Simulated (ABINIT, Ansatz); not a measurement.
# Quasiparticle gap of Rb2NaYF6 (Fm-3m) in ABINIT, part 2 of 3

Wanted: ground state, empty states, screening and self-energy for Rb2NaYF6 (Fm-3m).

ABINIT 10.8.3; PBEsol and many-body steps on it, plane waves. Known limits of the many-body steps: not at the basis limit; no spin-orbit coupling; coarse k mesh.

So far. Step 2 (Ground state): The gap is direct, at Γ.

### 3. Bands along the symmetry lines

Level of this step: DFT, PBEsol, plane waves, norm-conserving pseudopotentials (ABINIT).

Levels along a band path, at the cheap level, show where the edges lie and whether the meshes to come will hold them.

The input, run.abi:

```
acell 3*1.0 Angstrom
rprim 
  -0.000000000000 4.447500000000 4.447500000000
  4.447500000000 -0.000000000000 4.447500000000
  4.447500000000 4.447500000000 -0.000000000000
ntypat 4
znucl 37 11 39 9
natom 10
typat 1 1 2 3 4 4 4 4 4 4
xred 
  0.250000000000 0.250000000000 0.250000000000
  0.750000000000 0.750000000000 0.750000000000
  0.500000000000 0.500000000000 0.500000000000
  0.000000000000 -0.000000000000 -0.000000000000
  0.756000000000 0.244000000000 0.244000000000
  0.244000000000 0.756000000000 0.244000000000
  0.244000000000 0.756000000000 0.756000000000
  0.756000000000 0.244000000000 0.756000000000
  0.244000000000 0.244000000000 0.756000000000
  0.756000000000 0.756000000000 0.244000000000
pp_dirpath "pseudos"
pseudos "Rb.upf, Na.upf, Y.upf, F.upf"
ecut 38
iscf -2
irdden 1
kptopt 0
nkpt 26
kpt 
  0.00000000 0.00000000 0.00000000
  0.12500000 0.00000000 0.12500000
  0.25000000 0.00000000 0.25000000
  0.37500000 0.00000000 0.37500000
  0.50000000 0.00000000 0.50000000
  0.53125000 0.06250000 0.53125000
  0.56250000 0.12500000 0.56250000
  0.59375000 0.18750000 0.59375000
  0.62500000 0.25000000 0.62500000
  0.37500000 0.37500000 0.75000000
  0.28125000 0.28125000 0.56250000
  0.18750000 0.18750000 0.37500000
  0.09375000 0.09375000 0.18750000
  0.00000000 0.00000000 0.00000000
  0.12500000 0.12500000 0.12500000
  0.25000000 0.25000000 0.25000000
  0.37500000 0.37500000 0.37500000
  0.50000000 0.50000000 0.50000000
  0.50000000 0.43750000 0.56250000
  0.50000000 0.37500000 0.62500000
  0.50000000 0.31250000 0.68750000
  0.50000000 0.25000000 0.75000000
  0.50000000 0.18750000 0.68750000
  0.50000000 0.12500000 0.62500000
  0.50000000 0.06250000 0.56250000
  0.50000000 0.00000000 0.50000000
istwfk *1
nband 47
nbdbuf 2
tolwfr 1e-08
nstep 40
prtwf 0
prtvol 0
indata_prefix "in"
outdata_prefix "out"
tmpdata_prefix "tmp"
```

Started as:

```sh
OMP_NUM_THREADS=1 mpirun -n 8 abinit run.abi > log
```

Numbers of over 12 decimals in the logs are rounded to 6 here.

Log:

```text
.Version 10.8.3 of ABINIT. v10.8.2 released Aug 2026.

 Symmetries : space group Fm -3 m (#225); Bravais cF (face-center cubic)
[... echo of the input left out ...]
== DATASET  1 ==================================================================
-   mpi_nproc: 8, omp_nthreads: 1 (-1 if OMP is not activated)

--- !DatasetInfo
iteration_state: {dtset: 1, }
dimensions: {natom: 10, nkpt: 26, mband: 47, nsppol: 1, nspinor: 1, nspden: 1, mpw: 13331, }
cutoff_energies: {ecut:  38.0, pawecutdg:  -1.0, }
electrons: {nelect:   8.00000000E+01, charge:   0.00000000E+00, occopt:   1.00000000E+00, tsmear:   1.00000000E-02, }

 Real(R)+Recip(G) space primitive vectors, cartesian coordinates (Bohr,Bohr^-1):
 R(1)=  0.0000000  8.4045569  8.4045569  G(1)= -0.0594915  0.0594915  0.0594915
 R(2)=  8.4045569  0.0000000  8.4045569  G(2)=  0.0594915 -0.0594915  0.0594915
 R(3)=  8.4045569  8.4045569  0.0000000  G(3)=  0.0594915  0.0594915 -0.0594915
 Unit cell volume ucvol=  1.1873383E+03 bohr^3
 Angles (23,13,12)=  6.00000000E+01  6.00000000E+01  6.00000000E+01 degrees

 getcut: wavevector=  0.0000  0.0000  0.0000  ngfft=  72  72  72
         ecut(hartree)=     38.000   => boxcut(ratio)=   2.18296

--- Pseudopotential description ------------------------------------------------
- Rb Generated using ONCVPSP code by D. R. Hamann
- 37.00000   9.00000  180301                  znucl, zion, pspdat
12 -116133 2 -1 2280                          pspcod,pspxc,lmax,lloc,mmax
     nproj     2     2     2
  pspatm : epsatm=   34.48401057
         --- l  ekb(1:nproj) -->
             0    8.196957   -0.477221
             1    3.231347   -0.378736
             2   -1.047201    0.996637
 pspatm: atomic psp has been read  and splines computed

- Na Generated using ONCVPSP code by D. R. Hamann
- 11.00000   9.00000  180301                  znucl, zion, pspdat
12 -116133 1 -1 2016                          pspcod,pspxc,lmax,lloc,mmax
     nproj     2     2     0
  pspatm : epsatm=    9.32918808
         --- l  ekb(1:nproj) -->
[...]
pspatm: atomic psp has been read  and splines computed

- Y Generated using ONCVPSP code by D. R. Hamann
- 39.00000  11.00000  180301                  znucl, zion, pspdat
12 -116133 2 -1 1746                          pspcod,pspxc,lmax,lloc,mmax
     nproj     2     2     2
  pspatm : epsatm=   18.54790575
         --- l  ekb(1:nproj) -->
[...]
pspatm: atomic psp has been read  and splines computed

- F Generated using ONCVPSP code by D. R. Hamann
-  9.00000   7.00000  180301                  znucl, zion, pspdat
12 -116133 2 -1 832                           pspcod,pspxc,lmax,lloc,mmax
     nproj     2     2     1
  pspatm : epsatm=    4.89824381
         --- l  ekb(1:nproj) -->
[...]
2   -2.394754
 pspatm: atomic psp has been read  and splines computed

[...]
iteration_state: {dtset: 1, }
comment   : Summary of ground state results
lattice_vectors:
- [ -0.0000000,   8.4045569,   8.4045569, ]
- [  8.4045569,  -0.0000000,   8.4045569, ]
- [  8.4045569,   8.4045569,  -0.0000000, ]
lattice_lengths: [  11.88584,   11.88584,   11.88584, ]
lattice_angles: [ 60.000,  60.000,  60.000, ] # degrees, (23, 13, 12)
lattice_volume:   1.1873383E+03
convergence: {deltae:  0.000E+00, res2:  0.000E+00, residm:  9.994E-09, diffor:  0.000E+00, }
etotal    :  -2.88563053E+02
entropy   :   0.00000000E+00
fermie    :  -4.57028235E-02
cartesian_stress_tensor: null
pressure_GPa: null
xred      :
- [  2.5000E-01,   2.5000E-01,   2.5000E-01, Rb]
- [  7.5000E-01,   7.5000E-01,   7.5000E-01, Rb]
- [  5.0000E-01,   5.0000E-01,   5.0000E-01, Na]
- [  0.0000E+00,   0.0000E+00,   0.0000E+00,  Y]
- [  7.5600E-01,   2.4400E-01,   2.4400E-01,  F]
- [  2.4400E-01,   7.5600E-01,   2.4400E-01,  F]
- [  2.4400E-01,   7.5600E-01,   7.5600E-01,  F]
- [  7.5600E-01,   2.4400E-01,   7.5600E-01,  F]
- [  2.4400E-01,   2.4400E-01,   7.5600E-01,  F]
- [  7.5600E-01,   7.5600E-01,   2.4400E-01,  F]
cartesian_forces: null
force_length_stats: {min: null, max: null, mean: null, }

 Integrated electronic density in atomic spheres:
 ------------------------------------------------
 Atom  Sphere_radius  Integrated_density
[...]
================================================================================

 ----iterations are completed or convergence reached----

 Mean square residual over all n,k,spin=   59.234E-10; max=  99.935E-10
 reduced coordinates (array xred) for   10 atoms
[...]
0.244000000000      0.244000000000      0.756000000000
       0.756000000000      0.756000000000      0.244000000000

 cartesian coordinates (angstrom) at end:
    1      2.223750     2.223750     2.223750
    2      6.671250     6.671250     6.671250
    3      4.447500     4.447500     4.447500
[...]
9      4.447500     4.447500     2.170380
   10      4.447500     4.447500     6.724620
 length scales=  1.889726125908  1.889726125908  1.889726125908 bohr
              =  1.000000000000  1.000000000000  1.000000000000 angstroms
 prteigrs : about to open file out_EIG
 Eigenvalues (hartree) for nkpt=  26  k points:
 kpt#   1, nband= 47, wtk=  1.00000, kpt=  0.0000  0.0000  0.0000 (reduced coord)
[...]
kpt#   2, nband= 47, wtk=  1.00000, kpt=  0.1250  0.0000  0.1250 (reduced coord)
[...]
kpt#   3, nband= 47, wtk=  1.00000, kpt=  0.2500  0.0000  0.2500 (reduced coord)
[...]
kpt#  25, nband= 47, wtk=  1.00000, kpt=  0.5000  0.0625  0.5625 (reduced coord)
[...]
0.26397    0.26648    0.26699    0.27310    0.29802    0.30763    0.32351
 kpt#  26, nband= 47, wtk=  1.00000, kpt=  0.5000  0.0000  0.5000 (reduced coord)
[...]
-0.09706   -0.09207   -0.08126   -0.08126   -0.07728   -0.07514   -0.07514   -0.06598
  -0.06364   -0.06364   -0.06163   -0.06084   -0.06084   -0.05461   -0.05461   -0.04613
   0.26390    0.26700    0.26700    0.27088    0.29726    0.30743    0.32230

== END DATASET(S) ==============================================================
================================================================================

 -outvars: echo values of variables after computation  --------
            nband          47
             nkpt          26
          spgroup         225
 [... the other variables as echoed above ...]

 Calculation completed.
```

Run time: 2.8 min. Hardware: 8 MPI ranks of Intel Xeon Platinum 8259CL at 2.50GHz (Skylake/Cascade Lake), shared host; peak memory 1.2 GiB; 22 min of CPU time.

Numbers from this step:

- gap: 6.522 eV
- k of the valence top: 0, 0, 0
- k of the conduction bottom: 0, 0, 0
- least direct gap: 6.522 eV

The gap is 6.522 eV, as in the run before at this level.

Electronic bands along the path, in eV, zero at the top of the highest filled band:

```
    point  band 37  band 38  band 39  band 40  band 41  band 42  band 43  band 44
        Γ    -0.17     0.00     0.00     0.00     6.52     8.32     8.32     8.32
  halfway    -0.26    -0.13    -0.13    -0.01     7.35     8.38     8.40     8.40
        X    -0.41    -0.24    -0.24    -0.01     8.42     8.51     8.51     8.61
  halfway    -0.34    -0.29    -0.25    -0.03     8.43     8.49     8.50     8.73
        U    -0.29    -0.27    -0.25    -0.07     8.42     8.49     8.49     8.99
jump to K    -0.29    -0.27    -0.25    -0.07     8.42     8.49     8.49     8.99
  halfway    -0.22    -0.15    -0.09    -0.07     7.45     8.39     8.40     8.41
        Γ    -0.17     0.00     0.00     0.00     6.52     8.32     8.32     8.32
  halfway    -0.21    -0.08    -0.08    -0.06     7.17     8.37     8.37     8.38
        L    -0.24    -0.21    -0.21    -0.15     8.41     8.41     8.41     8.54
  halfway    -0.30    -0.24    -0.16    -0.15     8.40     8.44     8.47     8.81
        W    -0.36    -0.36    -0.14    -0.14     8.45     8.45     8.51     9.36
  halfway    -0.30    -0.28    -0.27    -0.04     8.43     8.48     8.51     8.83
        X    -0.41    -0.24    -0.24    -0.01     8.42     8.51     8.51     8.61
```

### 4. Empty states on the mesh, 2×2×2 mesh, 440 bands

The sums over transitions need many empty states on a uniform mesh; this step solves for them.

The input, run.abi:

```
acell 3*1.0 Angstrom
rprim 
  -0.000000000000 4.447500000000 4.447500000000
  4.447500000000 -0.000000000000 4.447500000000
  4.447500000000 4.447500000000 -0.000000000000
ntypat 4
znucl 37 11 39 9
natom 10
typat 1 1 2 3 4 4 4 4 4 4
xred 
  0.250000000000 0.250000000000 0.250000000000
  0.750000000000 0.750000000000 0.750000000000
  0.500000000000 0.500000000000 0.500000000000
  0.000000000000 -0.000000000000 -0.000000000000
  0.756000000000 0.244000000000 0.244000000000
  0.244000000000 0.756000000000 0.244000000000
  0.244000000000 0.756000000000 0.756000000000
  0.756000000000 0.244000000000 0.756000000000
  0.244000000000 0.244000000000 0.756000000000
  0.756000000000 0.756000000000 0.244000000000
pp_dirpath "pseudos"
pseudos "Rb.upf, Na.upf, Y.upf, F.upf"
ecut 38
ngkpt 2 2 2
nshiftk 1
shiftk 0 0 0
kptopt 1
chksymbreak 0
iscf -2
irdden 1
istwfk *1
nband 440
nbdbuf 40
tolwfr 1e-09
nstep 60
prtvol 0
indata_prefix "in"
outdata_prefix "out"
tmpdata_prefix "tmp"
```

Started as:

```sh
OMP_NUM_THREADS=2 mpirun -n 3 abinit run.abi > log
```

Log:

```text
.Version 10.8.3 of ABINIT. v10.8.2 released Aug 2026.

 Symmetries : space group Fm -3 m (#225); Bravais cF (face-center cubic)
[... echo of the input left out ...]
== DATASET  1 ==================================================================
-   mpi_nproc: 3, omp_nthreads: 2 (-1 if OMP is not activated)

--- !DatasetInfo
iteration_state: {dtset: 1, }
dimensions: {natom: 10, nkpt: 3, mband: 440, nsppol: 1, nspinor: 1, nspden: 1, mpw: 13323, }
cutoff_energies: {ecut:  38.0, pawecutdg:  -1.0, }
electrons: {nelect:   8.00000000E+01, charge:   0.00000000E+00, occopt:   1.00000000E+00, tsmear:   1.00000000E-02, }

 Real(R)+Recip(G) space primitive vectors, cartesian coordinates (Bohr,Bohr^-1):
 R(1)=  0.0000000  8.4045569  8.4045569  G(1)= -0.0594915  0.0594915  0.0594915
 R(2)=  8.4045569  0.0000000  8.4045569  G(2)=  0.0594915 -0.0594915  0.0594915
 R(3)=  8.4045569  8.4045569  0.0000000  G(3)=  0.0594915  0.0594915 -0.0594915
 Unit cell volume ucvol=  1.1873383E+03 bohr^3
 Angles (23,13,12)=  6.00000000E+01  6.00000000E+01  6.00000000E+01 degrees

 getcut: wavevector=  0.0000  0.0000  0.0000  ngfft=  72  72  72
         ecut(hartree)=     38.000   => boxcut(ratio)=   2.18296

--- Pseudopotential description ------------------------------------------------
- Rb Generated using ONCVPSP code by D. R. Hamann
- 37.00000   9.00000  180301                  znucl, zion, pspdat
12 -116133 2 -1 2280                          pspcod,pspxc,lmax,lloc,mmax
     nproj     2     2     2
  pspatm : epsatm=   34.48401057
         --- l  ekb(1:nproj) -->
             0    8.196957   -0.477221
             1    3.231347   -0.378736
             2   -1.047201    0.996637
 pspatm: atomic psp has been read  and splines computed

- Na Generated using ONCVPSP code by D. R. Hamann
- 11.00000   9.00000  180301                  znucl, zion, pspdat
12 -116133 1 -1 2016                          pspcod,pspxc,lmax,lloc,mmax
     nproj     2     2     0
  pspatm : epsatm=    9.32918808
         --- l  ekb(1:nproj) -->
[...]
pspatm: atomic psp has been read  and splines computed

- Y Generated using ONCVPSP code by D. R. Hamann
- 39.00000  11.00000  180301                  znucl, zion, pspdat
12 -116133 2 -1 1746                          pspcod,pspxc,lmax,lloc,mmax
     nproj     2     2     2
  pspatm : epsatm=   18.54790575
         --- l  ekb(1:nproj) -->
[...]
pspatm: atomic psp has been read  and splines computed

- F Generated using ONCVPSP code by D. R. Hamann
-  9.00000   7.00000  180301                  znucl, zion, pspdat
12 -116133 2 -1 832                           pspcod,pspxc,lmax,lloc,mmax
     nproj     2     2     1
  pspatm : epsatm=    4.89824381
         --- l  ekb(1:nproj) -->
[...]
2   -2.394754
 pspatm: atomic psp has been read  and splines computed

[...]
-1.7408E+00 -1.4359E+00 -8.8064E-01 -8.7928E-01 -7.7917E-01 -7.7917E-01
 -7.7917E-01 -7.4580E-01 -7.4283E-01 -7.4283E-01 -7.1615E-01 -7.1615E-01
 -7.1615E-01 -6.6316E-01 -6.6316E-01 -6.6316E-01 -3.0223E-01 -3.0223E-01
[...]
3.5366E+00  3.5371E+00  3.5510E+00  3.5560E+00  3.5565E+00  3.5568E+00
  3.5574E+00  3.5585E+00  3.5609E+00  3.5617E+00  3.5622E+00  3.5638E+00
  3.5655E+00  3.5876E+00
 prteigrs : prtvol=0 or 1, do not print more k-points.

--- !ResultsGS
iteration_state: {dtset: 1, }
comment   : Summary of ground state results
lattice_vectors:
- [ -0.0000000,   8.4045569,   8.4045569, ]
- [  8.4045569,  -0.0000000,   8.4045569, ]
- [  8.4045569,   8.4045569,  -0.0000000, ]
lattice_lengths: [  11.88584,   11.88584,   11.88584, ]
lattice_angles: [ 60.000,  60.000,  60.000, ] # degrees, (23, 13, 12)
lattice_volume:   1.1873383E+03
convergence: {deltae:  0.000E+00, res2:  0.000E+00, residm:  9.956E-10, diffor:  0.000E+00, }
etotal    :  -2.88563053E+02
entropy   :   0.00000000E+00
fermie    :  -4.57028235E-02
cartesian_stress_tensor: null
pressure_GPa: null
xred      :
- [  2.5000E-01,   2.5000E-01,   2.5000E-01, Rb]
- [  7.5000E-01,   7.5000E-01,   7.5000E-01, Rb]
- [  5.0000E-01,   5.0000E-01,   5.0000E-01, Na]
- [  0.0000E+00,   0.0000E+00,   0.0000E+00,  Y]
- [  7.5600E-01,   2.4400E-01,   2.4400E-01,  F]
- [  2.4400E-01,   7.5600E-01,   2.4400E-01,  F]
- [  2.4400E-01,   7.5600E-01,   7.5600E-01,  F]
- [  7.5600E-01,   2.4400E-01,   7.5600E-01,  F]
- [  2.4400E-01,   2.4400E-01,   7.5600E-01,  F]
- [  7.5600E-01,   7.5600E-01,   2.4400E-01,  F]
cartesian_forces: null
force_length_stats: {min: null, max: null, mean: null, }

 Integrated electronic density in atomic spheres:
 ------------------------------------------------
 Atom  Sphere_radius  Integrated_density
[...]
================================================================================

 ----iterations are completed or convergence reached----

 Mean square residual over all n,k,spin=   41.725E-11; max=  99.560E-11
 reduced coordinates (array xred) for   10 atoms
[...]
0.244000000000      0.244000000000      0.756000000000
       0.756000000000      0.756000000000      0.244000000000

 cartesian coordinates (angstrom) at end:
    1      2.223750     2.223750     2.223750
    2      6.671250     6.671250     6.671250
    3      4.447500     4.447500     4.447500
[...]
9      4.447500     4.447500     2.170380
   10      4.447500     4.447500     6.724620
 length scales=  1.889726125908  1.889726125908  1.889726125908 bohr
              =  1.000000000000  1.000000000000  1.000000000000 angstroms
 prteigrs : about to open file out_EIG
 Eigenvalues (hartree) for nkpt=   3  k points:
 kpt#   1, nband=440, wtk=  0.12500, kpt=  0.0000  0.0000  0.0000 (reduced coord)
[...]
3.45007    3.53644    3.53664    3.53708    3.55105    3.55604    3.55649    3.55682
   3.55741    3.55846    3.56091    3.56169    3.56223    3.56383    3.56552    3.58759
 prteigrs : prtvol=0 or 1, do not print more k-points.

== END DATASET(S) ==============================================================
================================================================================

 -outvars: echo values of variables after computation  --------
            nband         440
             nkpt           3
          spgroup         225
 [... the other variables as echoed above ...]

 Calculation completed.
```

The job ended after 8.7 min (3 MPI ranks; peak memory 0.7 GiB).

This step gave:

```
gap                                                           : 6.522 eV
k of the valence top                                          : 0, 0, 0
k of the conduction bottom                                    : 0, 0, 0
least direct gap                                              : 6.522 eV
k points computed                                             : 3
lowest point of the top converged band, above the valence top : 89.6906 eV
```

On this mesh the gap is 6.522 eV.

### 5. Screening, 2×2×2 mesh, 400 bands, screening to 217.7 eV

The RPA dielectric matrix is built and inverted for each q.

This step: RPA screening on PBEsol, plane waves, norm-conserving pseudopotentials.

run.abi: that of step 4 with these lines changed.

```diff
@@ -28,10 +28,11 @@
 chksymbreak 0
-iscf -2
-irdden 1
 istwfk *1
-nband 440
-nbdbuf 40
-tolwfr 1e-09
-nstep 60
-prtvol 0
+occopt 1
+irdwfk 1
+optdriver 3
+nband 400
+ecuteps 8
+inclvkb 2
+awtr 1
+symchi 1
 indata_prefix "in"
```

Started as:

```sh
OMP_NUM_THREADS=1 mpirun -n 8 abinit run.abi > log
```

Log:

```text
.Version 10.8.3 of ABINIT. v10.8.2 released Aug 2026.

 Symmetries : space group Fm -3 m (#225); Bravais cF (face-center cubic)
[... echo of the input left out ...]
== DATASET  1 ==================================================================
-   mpi_nproc: 8, omp_nthreads: 1 (-1 if OMP is not activated)

--- !DatasetInfo
iteration_state: {dtset: 1, }
dimensions: {natom: 10, nkpt: 3, mband: 400, nsppol: 1, nspinor: 1, nspden: 1, mpw: 13323, }
cutoff_energies: {ecut:  38.0, pawecutdg:  -1.0, }
electrons: {nelect:   8.00000000E+01, charge:   0.00000000E+00, occopt:   1.00000000E+00, tsmear:   1.00000000E-02, }

 SCREENING: Calculation of the susceptibility and dielectric matrices

 Based on a program developped by R.W. Godby, V. Olevano, G. Onida, and L. Reining.
 Incorporated in ABINIT by V. Olevano, G.-M. Rignanese, and M. Torrent.
.Using double precision arithmetic ; gwpc =  8

[... cell and pseudopotentials left out ...]
--------------------------------------------------------------------------------

 ==== K-mesh for the wavefunctions ====
 Number of points in the irreducible wedge :     3
[... list of points left out ...]
 Together with 48 symmetry operations and time-reversal symmetry
 yields     8 points in the full Brillouin Zone.

 ==== Q-mesh for the screening function ====
 Number of points in the irreducible wedge :     3
[... list of points left out ...]
 Together with 48 symmetry operations and time-reversal symmetry
 yields     8 points in the full Brillouin Zone.

 setmesh: FFT mesh size selected  =    48x   48x   48
          total number of points  =       110592

 vcoul_init : cutoff-mode = AUXILIARY_FUNCTION
 q-points for optical limit:   1
     1)      0.000010    0.000020    0.000030

- screening: taking advantage of time-reversal symmetry
- Maximum band index for partially occupied states nbvw = 40
- Remaining bands to be divided among processors   nbcw = 360
- Number of bands treated by each node ~45

 Number of electrons calculated from density =   80.0000; Expected =   80.0000
 average of density, n =  0.067378
 r_s =    1.5245
 omega_plasma =   25.0388 [eV]

 calculating chi0 at frequencies [eV] :
  1    0.000000E+00    0.000000E+00
  2    0.000000E+00    2.503879E+01

--------------------------------------------------------------------------------
  q-point number  1        q = ( 0.000000, 0.000000, 0.000000) [r.l.u.]
--------------------------------------------------------------------------------
[... chi0 elements left out ...]
 For q-point:  0.000010 0.000020 0.000030
  dielectric constant =   2.0491
  dielectric constant without local fields =   2.2824

  Average fulfillment of the sum rule on Im[epsilon] for q-point    1 :     69.18  [%]
[... wings left out ...]
  q-point number  2        q = ( 0.500000, 0.000000, 0.000000) [r.l.u.]
--------------------------------------------------------------------------------
[... chi0 elements left out ...]
  Average fulfillment of the sum rule on Im[epsilon] for q-point    2 :     72.41  [%]

 [... 1 further q-points ...]
```

Wall time 5.3 min (8 MPI ranks); peak memory 6.4 GiB; 42 min of CPU time.

Numbers from this step:

- ε∞ with local fields, on this mesh, along the program's q direction: 2.049
- the same without local fields: 2.282
- plasma frequency: 25.04 eV
- plane waves in the screening matrix: 1243

Local fields lower ε∞ by 10 %. On a Γ-centred mesh this coarse the value itself is usually too large, while a short band sum pulls it down.

[end of part 2 of 3]

[Paths, hosts, dates, memory and timing lines, banners, echoed tables and standing remarks are left out of the program output.]

[Logs are printed without paths, hosts, clocks, repeated set-up lines and the standing remarks that a program may print on its own settings, such as how far it seeks lower states.]

[Runs of the session that timed out or met a known fault of the program may be left out.]

[Hosts, paths, dates, database ids (printed as entryN), source tags and the programs' standing remarks are cut or masked in the printed files.]

[G0W0 gaps are taken among the corrected bands and points alone; a level outside them can change the order at an edge.]

[Where Ansatz stands beside ABINIT at settings called matched, ABINIT's density can come from a denser mesh and the files from another edition; pairs whose starting gaps differed by over 0.03 eV were left out, so agreement reads better than it is.]
